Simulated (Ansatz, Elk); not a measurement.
**How far do independent atoms describe HAuS2?**

Structure refinements treat a crystal as free atoms side by side. For a made-up structure of HAuS2 (cell and positions from a PBE relaxation) the runs below show what the calculated density changes in F(hkl).

Program: Elk 11.2.3 (patched build). Level of theory: DFT, PBE, all-electron APW+lo, Dirac cores, scalar-relativistic bands, static density, no spin. Results are calculated unless marked as measured.

This account leaves out most program logs.

The structure was built from a prototype and need not be the compound's stable phase.

**1. Starting point**

The structure is monoclinic, space group C2/m (No. 12). Conventional cell: a = 9.504 Å, b = 3.545 Å, c = 5.199 Å, α = 90.00°, β = 96.24°, γ = 90.00°. Nearest to Au lie 4 S at 2.37 Å. Nearest to S lie 1 H at 1.66 Å and 2 Au at 2.37 Å. H has 2 S at 1.66 Å nearest. Farther neighbours and most contacts between anions are not listed.

**2. Ground state and structure factors**

An all-electron density is needed, since X-rays see the cores too. Task 0 finds the density and task 195 Fourier-transforms it; tshift is off so that phases refer to the origin typed.

File elk.in:

```
tasks
  0
  195

xctype
  20

spinpol
  .false.

rgkmax
  7.0

gmaxvr
  14.0

lmaxo
  7

lmaxapw
  8

swidth
  0.002

tshift
  .false.

ramdisk
  .false.

hmaxvr
  5.5

maxscl
  120

epspot
  1e-06

sppath
  './'

avec
  8.92703672998 -3.34950752884 0.97127368774
  8.92703672998 3.34950752884 0.97127368774
  0.00538263290 0.00000000000 9.82437153699

atoms
  3
  'Au.in'
  1
  0.5000000000 0.5000000000 0.0000000000   0.000000 0.000000 0.000000
  'S.in'
  2
  0.8978712373 0.8978712373 0.2601291704   0.000000 0.000000 0.000000
  0.1021287627 0.1021287627 0.7398708296   0.000000 0.000000 0.000000
  'H.in'
  1
  0.0000000000 0.0000000000 0.5000000000   0.000000 0.000000 0.000000

ngridk
  7 7 5
```

The run is started by

```console
OMP_NUM_THREADS=4 elk
```

Wall time 54 s (4 threads of Intel Xeon Platinum 8559C (Emerald Rapids), shared host); peak memory 0.2 GiB.

SFACRHO.OUT:

```text

h k l indices transformed by vhmat matrix:
   1.000000000       0.000000000       0.000000000    
   0.000000000       1.000000000       0.000000000    
   0.000000000       0.000000000       1.000000000    

      h      k      l  multipl.   |H|            Re(F)            Im(F)           |F|

      0      0      0      1   0.0000000       112.00000      0.48108771E-15   112.00000    
      0      0      1      2  0.64336350       72.592607      0.40966482E-16   72.592607    
     -1     -1      0      2  0.70387980       83.296470      0.17279830E-13   83.296470    
     -1     -1     -1      2  0.90050357       96.294315      0.19344152E-13   96.294315    
      0     -1      0      4   1.0017825      -50.107816     -0.61315769E-14   50.107816    
     -1     -1      1      2   1.0039024       45.744676      0.18191907E-13   45.744676    
      0     -1     -1      4   1.1697250      -56.610936     -0.81960399E-14   56.610936    
     -1      0      1      4   1.2110793      -84.367536     -0.50316552E-14   84.367536    
      0      0      2      2   1.2867270       45.452636      0.60186843E-14   45.452636    
      1      1      2      2   1.3979270       57.893304     -0.15334335E-13   57.893304    
     -2     -2      0      2   1.4077596       48.479981      0.33534449E-13   48.479981    
     -2     -1      0      4   1.4122542      -73.080755      0.91658840E-13   73.080755    
      2      2      1      2   1.4828319       77.209853     -0.34713346E-13   77.209853    
      1      2      1      4   1.5035602      -45.255366     -0.92781072E-13   45.255366    
     -1     -1      2      2   1.5323271       61.670392      0.15145142E-13   61.670392    
     -2     -1      1      4   1.5987693      -82.774634     -0.19760871E-13   82.774634    
      0      1      2      4   1.6002431      -81.116613      0.12163250E-13   81.116613    
      2      2     -1      2   1.6101606       53.293057     -0.30757669E-13   53.293057
```

Elk indexes on the primitive cell of elk.in and gives |H| = 4π sin θ/λ in inverse bohr. Below, one row stands for each form hkl of the conventional cell (m members, Friedel mates merged), F is for one primitive cell and the density is static (no thermal factor). Free-atom factors are Waasmaier and Kirfel's, and R is Σm||F|−|F'||/Σm|F|.

| hkl | m | sin θ/λ (Å⁻¹) | abs F, DFT | neutral atoms | diff. |
| --- | --- | --- | --- | --- | --- |
| 001 | 2 | 0.097 | 72.593 | 72.752 | -0.160 |
| 200 | 2 | 0.106 | 83.296 | 83.490 | -0.194 |
| 2 0 -1 | 2 | 0.135 | 96.294 | 96.359 | -0.065 |
| 110 | 4 | 0.151 | 50.108 | 50.562 | -0.454 |
| 201 | 2 | 0.151 | 45.745 | 46.185 | -0.441 |
| 1 1 -1 | 4 | 0.176 | 56.611 | 56.927 | -0.316 |
| 111 | 4 | 0.182 | 84.368 | 84.323 | +0.045 |
| 002 | 2 | 0.194 | 45.453 | 45.910 | -0.457 |
| 2 0 -2 | 2 | 0.210 | 57.893 | 58.136 | -0.243 |
| 400 | 2 | 0.212 | 48.480 | 48.612 | -0.132 |
| 310 | 4 | 0.212 | 73.081 | 73.285 | -0.205 |
| 4 0 -1 | 2 | 0.223 | 77.210 | 77.513 | -0.303 |
| 3 1 -1 | 4 | 0.226 | 45.255 | 45.508 | -0.253 |
| 202 | 2 | 0.230 | 61.670 | 61.877 | -0.207 |

**3. The highest occupied states alone**

An energy window below the Fermi level keeps the highest occupied states, to see at which angles they scatter; shallow core shells can lie inside it and anion s states outside. No new self-consistency is needed.

Edit elk.in of step 2 so:

```diff
@@ -1,3 +1,2 @@
 tasks
-  0
   195
@@ -40,2 +39,5 @@
 
+wsfac
+  -0.443570 0.407670
+
 sppath
```

The run is started by

```console
OMP_NUM_THREADS=4 elk
```

It took 6.3 s on 4 threads; peak memory 0.17 GiB; 9.1 s of CPU time.

States within 15 eV below the Fermi level hold 24.00 electrons; any levels below the window count with the cores. Their amplitudes can exceed the total, where window and core parts have opposite phase:

| hkl | sin θ/λ (Å⁻¹) | abs F, window | abs F, all |
| --- | --- | --- | --- |
| 001 | 0.097 | 7.108 | 72.593 |
| 200 | 0.106 | 11.222 | 83.296 |
| 2 0 -1 | 0.135 | 12.431 | 96.294 |
| 110 | 0.151 | 0.555 | 50.108 |
| 201 | 0.151 | 0.437 | 45.745 |
| 1 1 -1 | 0.176 | 2.997 | 56.611 |
| 111 | 0.182 | 8.239 | 84.368 |
| 002 | 0.194 | 0.922 | 45.453 |
| 2 0 -2 | 0.210 | 2.896 | 57.893 |
| 400 | 0.212 | 1.714 | 48.480 |

**4. Another functional**

The difference from free atoms is small, so it is set against the change that LDA (Perdew-Wang) makes.

Edit elk.in of step 3 so:

```diff
@@ -1,2 +1,3 @@
 tasks
+  0
   195
@@ -4,3 +5,3 @@
 xctype
-  20
+  3
 
@@ -39,5 +40,2 @@
 
-wsfac
-  -0.443570 0.407670
-
 sppath
```

The run is started by

```console
OMP_NUM_THREADS=4 elk
```

It took 34 s on 4 threads; peak memory 0.18 GiB; 2 min of CPU time.

Against the first run R = 0.02 %; the largest change is -0.051 at 111.

**5. Basis size**

A smaller basis shows how fast F responds to it; the change is likely larger than the basis error of the first run, but doesn't show convergence.

Edit elk.in of step 4 so:

```diff
@@ -5,3 +5,3 @@
 xctype
-  3
+  20
 
@@ -11,3 +11,3 @@
 rgkmax
-  7.0
+  5.5
```

The run is started by

```console
OMP_NUM_THREADS=4 elk
```

Elapsed: 33 s, on 4 threads; peak memory 0.18 GiB.

Against the first run R = 0.02 %; the largest change is -0.023 at 4 0 -2.

**6. Basis size**

The basis and the expansions that go with it are enlarged, to see whether the differences are converged.

Edit elk.in of step 5 so:

```diff
@@ -11,12 +11,12 @@
 rgkmax
-  5.5
+  8.5
 
 gmaxvr
-  14.0
+  18.0
 
 lmaxo
-  7
+  9
 
 lmaxapw
-  8
+  10
```

The run is started by

```console
OMP_NUM_THREADS=4 elk
```

Wall time 2.9 min (4 threads); peak memory 0.44 GiB; 11 min of CPU time.

Against the first run R = 0.00 %; the largest change is -0.003 at 130.

**7. Settings against the effect**

| run | R against the first run (%) | R against neutral atoms, low angle (%) | wall time |
| --- | --- | --- | --- |
| PBE, rgkmax 7 | 0.00 | 0.34 | 54 s |
| LDA (Perdew-Wang) | 0.02 | 0.34 | 34 s |
| rgkmax 5.5 | 0.02 | 0.35 | 33 s |
| rgkmax 8.5 with larger expansions | 0.00 | 0.34 | 2.9 min |

**8. Outcome**

```
R against neutral atoms, sin θ/λ < 0.3 Å⁻¹ : 0.34 %
R against neutral atoms, 0.3 to 0.55 Å⁻¹   : 0.21 %
```

What this shows: Independent neutral atoms miss the calculated amplitudes by R = 0.34 % below 0.3 Å⁻¹ and 0.21 % from there to 0.55 Å⁻¹; by shells, 0.17 % below 0.15 Å⁻¹ (3 forms), 0.37 % 0.15 to 0.3 (23 forms), 0.26 % 0.3 to 0.45 (56 forms), 0.17 % above 0.45 (67 forms). Bonding, aspherical density and the tables' own atoms all enter these figures, and the runs don't part them. The largest change of an amplitude is -0.46 electrons, at 002. The window's part falls from 24.0 electrons at the origin to at most 0.63 between 0.45 and 0.55 Å⁻¹. Below 0.3 Å⁻¹ the changes that finished (LDA (Perdew-Wang), rgkmax 5.5 and rgkmax 8.5 with larger expansions) move F by R = 0.03 % at most, against the 0.34 % that separates it from free atoms. The k-mesh has no finished test. Spin-orbit coupling is left out, which can matter for elements this heavy. Part of the difference isn't bonding: the tables are fits to free atoms and ions calculated by other methods than this functional. Thermal motion, anomalous dispersion and extinction are left out.

[Logs are printed without paths, hosts, clocks, repeated set-up lines and the standing remarks that a program may print on its own settings, such as how far it seeks lower states.]

[Hosts, paths, dates, database ids (printed as entryN), source tags and the programs' standing remarks are cut or masked in the printed files.]
